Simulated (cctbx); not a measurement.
**Cu2H3IO3 with cctbx, script by script**

Library: cctbx 2025.11. The data are simulated by the first script.

## 1. Simulate the data

run.py:

```python
from cctbx import adptbx, crystal, miller, sgtbx, xray
from cctbx.array_family import flex
from iotbx.shelx import hklf
from scitbx import matrix
import scitbx.random

cs = crystal.symmetry(unit_cell=(5.985, 6.58, 6.13, 90, 93.39, 90), space_group_symbol='Hall: -P 2yb')  # P2_1/m
atoms = [  # label, site, U (iso, or U11 U22 U33 U12 U13 U23 in A^2), occupancy
    ("I1", (0.7036, 0.25, 0.8731), 0.0135, 1),
    ("Cu1", (0.5, 0, 0.5), 0.0141, 1),
    ("Cu2", (0.0022, 0.25, 0.51), 0.0163, 1),
    ("O1", (0.8159, 0.0063, 0.3541), 0.0218, 1),
    ("O2", (0.6273, 0.75, 0.6778), 0.0216, 1),
    ("H1", (0.9823, 0.3303, 0.2437), 0.0436, 1),
    ("H2", (0.4759, 0.25, 0.0562), 0.0429, 1),
]
xs = xray.structure(crystal_symmetry=cs)
for label, site, u, occ in atoms:
    u = adptbx.u_cif_as_u_star(cs.unit_cell(), u) if isinstance(u, tuple) else u
    xs.add_scatterer(xray.scatterer(label, site=site, u=u, occupancy=occ))
xs.set_inelastic_form_factors(0.56087, "sasaki")
xs.show_summary()
p1 = xs.expand_to_p1()
ms = miller.build_set(p1, anomalous_flag=True, d_min=0.8)
flex.set_random_seed(14787)
scitbx.random.set_random_seed(14787)
ms = ms.select(flex.random_double(ms.size()) < 0.8)
i = ms.structure_factors_from_scatterers(p1, algorithm="direct").f_calc().as_intensity_array().data()
i = i * 40000 / flex.max(i)
sig = flex.sqrt(i + flex.pow2(0.03 * i) + 4 ** 2)
noise = scitbx.random.variate(scitbx.random.normal_distribution())(i.size())
data = ms.array(data=i + sig * noise, sigmas=sig).set_observation_type_xray_intensity()
with open("data.hkl", "w") as f:
    data.export_as_shelx_hklf(f)
print("reflections written:", data.size(), " <I/sigma> = %.1f" % flex.mean(data.data() / data.sigmas()))
for h, a, b in list(data.sort("data"))[:12]:
    print("%4d%4d%4d %9.1f %7.1f" % (h + (a, b)))
```

```console
$ python run.py
```

```text
Number of scatterers: 7
At special positions: 5
Unit cell: (5.985, 6.58, 6.13, 90, 93.39, 90)
Space group: P 1 21/m 1 (No. 11)
reflections written: 1572  <I/sigma> = 20.6
  -2   0   1   40213.9  1216.6
   2   0  -1   40021.9  1216.6
   1   2   1   35410.7  1092.0
   1  -2   1   35167.4  1092.0
  -1  -2  -1   35089.0  1092.0
  -1   2  -1   34004.8  1092.0
   0   4   0   29395.7   852.0
   0  -4   0   27691.4   852.0
   3  -2   0   23526.0   712.9
  -3  -2   0   23108.2   712.9
  -1   2   2   22374.4   669.5
   3   2   0   22287.9   712.9
```

It took 0.33 s on 1 thread of Arm Neoverse N1, on a shared host, peak memory 0.07 GiB.

## 2. Refinement (lightest element left out)

run.py:

```python
import math
from cctbx import adptbx, crystal, maptbx, sgtbx, xray
from cctbx.array_family import flex
from cctbx.xray import observations
from iotbx.shelx import hklf
from scitbx.lstbx import normal_eqns_solving
from smtbx import absolute_structure, utils
from smtbx.refinement import constraints, least_squares

cs = crystal.symmetry(unit_cell=(5.985, 6.58, 6.13, 90, 93.39, 90), space_group_symbol='Hall: -P 2yb')  # P2_1/m
atoms = [  # label, site, U (iso, or U11 U22 U33 U12 U13 U23 in A^2), occupancy
    ("I1", (0.6986, 0.25, 0.8747), 0.0200, 1),
    ("Cu1", (0.5, 0, 0.5), 0.0200, 1),
    ("Cu2", (0.0034, 0.25, 0.5128), 0.0200, 1),
    ("O1", (0.8215, 0.0079, 0.3563), 0.0200, 1),
    ("O2", (0.6269, 0.75, 0.683), 0.0200, 1),
]
xs = xray.structure(crystal_symmetry=cs)
for label, site, u, occ in atoms:
    u = adptbx.u_cif_as_u_star(cs.unit_cell(), u) if isinstance(u, tuple) else u
    xs.add_scatterer(xray.scatterer(label, site=site, u=u, occupancy=occ))
xs.set_inelastic_form_factors(0.56087, "sasaki")
raw = hklf.reader(file_name="data.hkl").as_miller_arrays(crystal_symmetry=cs, anomalous=True)[0]
merged = raw.eliminate_sys_absent().merge_equivalents()
fo2 = merged.array().set_observation_type_xray_intensity()
print("Rint %.3f, %d unique reflections to %.2f A" % (merged.r_int(), fo2.size(), fo2.d_min()))
for sc in xs.scatterers():
    sc.flags.set_grad_site(True)
    sc.flags.set_grad_u_aniso(sc.flags.use_u_aniso())
    sc.flags.set_grad_u_iso(sc.flags.use_u_iso())
obs = fo2.as_xray_observations()
extra = {}
rep = constraints.reparametrisation(xs, [], utils.connectivity_table(xs), **extra)
ls = least_squares.crystallographic_ls(obs, rep, weighting_scheme=least_squares.mainstream_shelx_weighting(a=0, b=0))
print("cycle     R1     wR2    GooF  max shift (A)")
for cycle in range(8):
    ls.build_up()
    r1, wr2, goof = ls.r1_factor(cutoff_factor=2)[0], ls.wR2(), ls.goof()
    old = xs.sites_cart()
    normal_eqns_solving.levenberg_marquardt_iterations(ls, n_max_iterations=3, tau=1e-06, step_threshold=1e-7)
    big = flex.max((xs.sites_cart() - old).norms())
    print("%4d %7.4f %7.4f %7.3f %9.5f" % (cycle + 1, r1, wr2, goof, big))
    ls.build_up(objective_only=True)
    if abs(ls.wR2() - wr2) < 5e-5 and big < 5e-4:
        break
ls.build_up()
print("final R1 %.4f wR2 %.4f GooF %.3f  parameters %d  data/parameter %.1f" % (ls.r1_factor(cutoff_factor=2)[0], ls.wR2(), ls.goof(), ls.n_parameters, fo2.size() / ls.n_parameters))
cov = ls.covariance_matrix_and_annotations()
su = dict(zip(cov.annotations, (math.sqrt(max(v, 0)) for v in cov.matrix.matrix_packed_u_diagonal())))
a2 = cs.unit_cell().reciprocal_parameters()[0] ** -2
print("atom        x        y        z      Ueq    occ   su(xyz)  su(Uiso or U11)")
for sc in xs.scatterers():
    s = max(su.get(sc.label + k, 0) for k in (".x", ".y", ".z"))
    npd = "" if sc.is_positive_definite_u(cs.unit_cell()) else "  NPD"
    print("%-5s %8.5f %8.5f %8.5f %8.4f %6.3f %8.5f %7.4f%s" % ((sc.label,) + sc.site + (sc.u_iso_or_equiv(cs.unit_cell()), sc.occupancy, s, su.get(sc.label + ".uiso", su.get(sc.label + ".u11", 0) * a2), npd)))
fo = fo2.f_sq_as_f()
fc = fo.structure_factors_from_scatterers(xs, algorithm="direct").f_calc()
diff = fo.f_obs_minus_f_calc(1 / math.sqrt(ls.scale_factor()), fc).average_bijvoet_mates()
m = diff.fft_map(symmetry_flags=maptbx.use_space_group_symmetry, resolution_factor=0.25).apply_volume_scaling()
print("difference map: max %.2f min %.2f rms %.2f" % (m.statistics().max(), m.statistics().min(), m.statistics().sigma()))
peaks = m.peak_search(parameters=maptbx.peak_search_parameters(min_distance_sym_equiv=0.6, max_clusters=8)).all()
near = xs.closest_distances(peaks.sites(), distance_cutoff=4)
sps = cs.special_position_settings(min_distance_sym_equiv=0.5)
for k, (x, h) in enumerate(zip(peaks.sites(), peaks.heights())):
    ss = sps.site_symmetry(x)
    print("Q%-3d %7.4f %7.4f %7.4f %4d %7.2f  %.2f A from %s" % ((k + 1,) + tuple(t % 1 for t in ss.exact_site()) + (ss.multiplicity(), h, near.smallest_distances[k], xs.scatterers()[near.i_seqs[k]].label)))
```

```console
$ python run.py
```

```text
Rint 0.023, 537 unique reflections to 0.80 A
cycle     R1     wR2    GooF  max shift (A)
   1  0.0937  0.2638   9.513   0.03333
   2  0.0137  0.0344   1.241   0.00001
final R1 0.0137 wR2 0.0344 GooF 1.241  parameters 14  data/parameter 38.4
atom        x        y        z      Ueq    occ   su(xyz)  su(Uiso or U11)
I1     0.70362  0.25000  0.87312   0.0132  1.000  0.00004  0.0001
Cu1    0.50000  0.00000  0.50000   0.0138  1.000  0.00000  0.0001
Cu2    0.00218  0.25000  0.50995   0.0160  1.000  0.00007  0.0001
O1     0.81649  0.00678  0.35394   0.0217  1.000  0.00035  0.0004
O2     0.62761  0.75000  0.67865   0.0210  1.000  0.00048  0.0006
difference map: max 0.98 min -0.34 rms 0.13
Q1    0.4891  0.2500  0.0280    2    0.99  1.64 A from I1
Q2    0.9889  0.1629  0.2408    4    0.82  1.64 A from O1
Q3    0.3325  0.2500  0.0748    2    0.44  1.52 A from O2
Q4    0.1333  0.7500  0.7812    2    0.38  1.84 A from O1
Q5    0.1058  0.2500  0.7366    2    0.37  1.49 A from Cu2
Q6    0.3912  0.7500  0.2859    2    0.33  1.10 A from I1
Q7    0.3139  0.0478  0.4675    4    0.30  1.16 A from Cu1
Q8    0.1019  0.2500  0.0307    2    0.27  2.34 A from O2
```

Time: 0.46 s.

## 3. Refinement (whole model)

run.py, as its changes from the last script of this kind:

```diff
@@ -16,0 +17,2 @@
+    ("H1", (0.9809, 0.3293, 0.2382), 0.0200, 1),
+    ("H2", (0.4767, 0.25, 0.055), 0.0200, 1),
@@ -61 +63 @@
-peaks = m.peak_search(parameters=maptbx.peak_search_parameters(min_distance_sym_equiv=0.6, max_clusters=8)).all()
+peaks = m.peak_search(parameters=maptbx.peak_search_parameters(min_distance_sym_equiv=0.6, max_clusters=6)).all()
```

```console
$ python run.py
```

```text
Rint 0.023, 537 unique reflections to 0.80 A
cycle     R1     wR2    GooF  max shift (A)
   1  0.0931  0.2621   9.512   0.08964
   2  0.0107  0.0267   0.969   0.00465
   3  0.0107  0.0267   0.969   0.00012
final R1 0.0107 wR2 0.0267 GooF 0.969  parameters 21  data/parameter 25.6
atom        x        y        z      Ueq    occ   su(xyz)  su(Uiso or U11)
I1     0.70361  0.25000  0.87311   0.0133  1.000  0.00003  0.0001
Cu1    0.50000  0.00000  0.50000   0.0139  1.000  0.00000  0.0001
Cu2    0.00218  0.25000  0.50997   0.0161  1.000  0.00006  0.0001
O1     0.81618  0.00675  0.35415   0.0217  1.000  0.00027  0.0003
O2     0.62753  0.75000  0.67820   0.0213  1.000  0.00038  0.0004
H1     0.98594  0.33980  0.23601   0.0420  1.000  0.00538  0.0091
H2     0.48010  0.25000  0.04065   0.0424  1.000  0.00829  0.0129
difference map: max 0.38 min -0.31 rms 0.10
Q1    0.3238  0.2500  0.0780    2    0.41  0.98 A from H2
Q2    0.1059  0.2500  0.7375    2    0.40  1.49 A from Cu2
Q3    0.3909  0.7500  0.2853    2    0.38  1.09 A from I1
Q4    0.1912  0.7500  0.8576    2    0.35  1.32 A from H1
Q5    0.3165  0.0451  0.4674    4    0.32  1.14 A from Cu1
Q6    0.0995  0.0373  0.6733    4    0.30  0.61 A from O1
```

Time: 0.53 s.

## 4. Simulate the data

run.py, as its changes from the last script of this kind:

```diff
@@ -21 +21 @@
-xs.set_inelastic_form_factors(0.56087, "sasaki")
+xs.switch_to_neutron_scattering_dictionary()
@@ -24 +24 @@
-ms = miller.build_set(p1, anomalous_flag=True, d_min=0.8)
+ms = miller.build_set(p1, anomalous_flag=True, d_min=0.7)
@@ -29 +29 @@
-i = i * 40000 / flex.max(i)
+i = i * 5000 / flex.max(i)
```

```console
$ python run.py
```

```text
Number of scatterers: 7
At special positions: 5
Unit cell: (5.985, 6.58, 6.13, 90, 93.39, 90)
Space group: P 1 21/m 1 (No. 11)
reflections written: 2326  <I/sigma> = 9.6
   0   4   0    5255.9   165.9
   0  -4   0    4822.0   165.9
  -1  -2  -2    4813.0   148.3
   1   2   2    4461.2   148.3
  -3  -2   0    4433.1   143.9
  -1   2  -2    4316.7   148.3
   1  -2   2    4263.2   148.3
   2   0  -2    4257.9   140.5
  -3   2   0    4197.0   143.9
   3  -2   0    4094.4   143.9
   3   2   0    4057.1   143.9
  -2   0   2    3976.4   140.5
```

Time: 0.33 s.

## 5. Refinement (lightest element left out)

run.py, as its changes from the last script of this kind:

```diff
@@ -12 +12 @@
-    ("I1", (0.6986, 0.25, 0.8747), 0.0200, 1),
+    ("I1", (0.7052, 0.25, 0.8765), 0.0200, 1),
@@ -14,5 +14,3 @@
-    ("Cu2", (0.0034, 0.25, 0.5128), 0.0200, 1),
-    ("O1", (0.8215, 0.0079, 0.3563), 0.0200, 1),
-    ("O2", (0.6269, 0.75, 0.683), 0.0200, 1),
-    ("H1", (0.9809, 0.3293, 0.2382), 0.0200, 1),
-    ("H2", (0.4767, 0.25, 0.055), 0.0200, 1),
+    ("Cu2", (-0.0034, 0.25, 0.5126), 0.0200, 1),
+    ("O1", (0.8171, 0.0082, 0.3515), 0.0200, 1),
+    ("O2", (0.6265, 0.75, 0.679), 0.0200, 1),
@@ -24 +22 @@
-xs.set_inelastic_form_factors(0.56087, "sasaki")
+xs.switch_to_neutron_scattering_dictionary()
@@ -63 +61 @@
-peaks = m.peak_search(parameters=maptbx.peak_search_parameters(min_distance_sym_equiv=0.6, max_clusters=6)).all()
+peaks = m.peak_search(parameters=maptbx.peak_search_parameters(min_distance_sym_equiv=0.6, max_clusters=8)).all()
```

```console
$ python run.py
```

```text
Rint 0.038, 787 unique reflections to 0.70 A
cycle     R1     wR2    GooF  max shift (A)
   1  0.2884  0.5957  11.714   0.03960
   2  0.2501  0.5117  10.062   0.00006
final R1 0.2500 wR2 0.5117 GooF 10.062  parameters 14  data/parameter 56.2
atom        x        y        z      Ueq    occ   su(xyz)  su(Uiso or U11)
I1     0.70420  0.25000  0.87206   0.0074  1.000  0.00126  0.0015
Cu1    0.50000  0.00000  0.50000   0.0056  1.000  0.00000  0.0012
Cu2    0.00273  0.25000  0.51051   0.0085  1.000  0.00090  0.0012
O1     0.81752  0.00650  0.35476   0.0135  1.000  0.00094  0.0013
O2     0.62872  0.75000  0.67777   0.0153  1.000  0.00139  0.0016
difference map: max 7.91 min -18.89 rms 1.27
Q1    0.3009  0.7500  0.1244    2    7.99  0.04 A from I1
Q2    0.3832  0.2500  0.3231    2    7.96  0.07 A from O2
Q3    0.5000  0.0000  0.5000    2    7.91  0.00 A from Cu1
Q4    0.9968  0.2500  0.5165    2    7.78  0.05 A from Cu2
Q5    0.2037  0.9946  0.6404    4    5.71  0.13 A from O1
Q6    0.4490  0.7500  0.7312    2    2.64  1.14 A from O2
Q7    0.0492  0.2500  0.3035    2    2.51  1.31 A from Cu2
Q8    0.4795  0.7500  0.1533    2    2.40  1.10 A from I1
```

Time: 0.48 s.

Figures of merit this high mean that the model is still wrong or incomplete.

## 6. Refinement (whole model)

run.py, as its changes from the last script of this kind:

```diff
@@ -16,0 +17,2 @@
+    ("H1", (0.9864, 0.3301, 0.2425), 0.0200, 1),
+    ("H2", (0.4808, 0.25, 0.0578), 0.0200, 1),
@@ -61 +63 @@
-peaks = m.peak_search(parameters=maptbx.peak_search_parameters(min_distance_sym_equiv=0.6, max_clusters=8)).all()
+peaks = m.peak_search(parameters=maptbx.peak_search_parameters(min_distance_sym_equiv=0.6, max_clusters=6)).all()
```

```console
$ python run.py
```

```text
Rint 0.038, 787 unique reflections to 0.70 A
cycle     R1     wR2    GooF  max shift (A)
   1  0.1911  0.3930   7.763   0.03761
   2  0.0220  0.0473   0.935   0.00020
final R1 0.0220 wR2 0.0473 GooF 0.935  parameters 21  data/parameter 37.5
atom        x        y        z      Ueq    occ   su(xyz)  su(Uiso or U11)
I1     0.70364  0.25000  0.87320   0.0133  1.000  0.00010  0.0001
Cu1    0.50000  0.00000  0.50000   0.0140  1.000  0.00000  0.0001
Cu2    0.00219  0.25000  0.51010   0.0162  1.000  0.00008  0.0001
O1     0.81607  0.00628  0.35408   0.0218  1.000  0.00008  0.0001
O2     0.62698  0.75000  0.67785   0.0217  1.000  0.00012  0.0001
H1     0.98250  0.33008  0.24376   0.0440  1.000  0.00022  0.0002
H2     0.47574  0.25000  0.05681   0.0426  1.000  0.00030  0.0003
difference map: max 0.50 min -0.42 rms 0.10
Q1    0.0908  0.2500  0.0420    2    0.52  1.52 A from H1
Q2    0.1319  0.0364  0.0089    4    0.40  1.95 A from H1
Q3    0.3345  0.7500  0.4960    2    0.38  1.92 A from Cu1
Q4    0.4366  0.9905  0.3368    4    0.37  1.05 A from Cu1
Q5    0.1466  0.2500  0.2528    2    0.37  1.11 A from H1
Q6    0.1228  0.2500  0.4151    2    0.36  0.95 A from Cu2
```

It took 0.48 s on 1 thread of Arm Neoverse N1, with other jobs on the host, peak memory 0.09 GiB.

[Logs are printed without paths, hosts, clocks, repeated set-up lines and the standing remarks that a program may print on its own settings, such as how far it seeks lower states.]
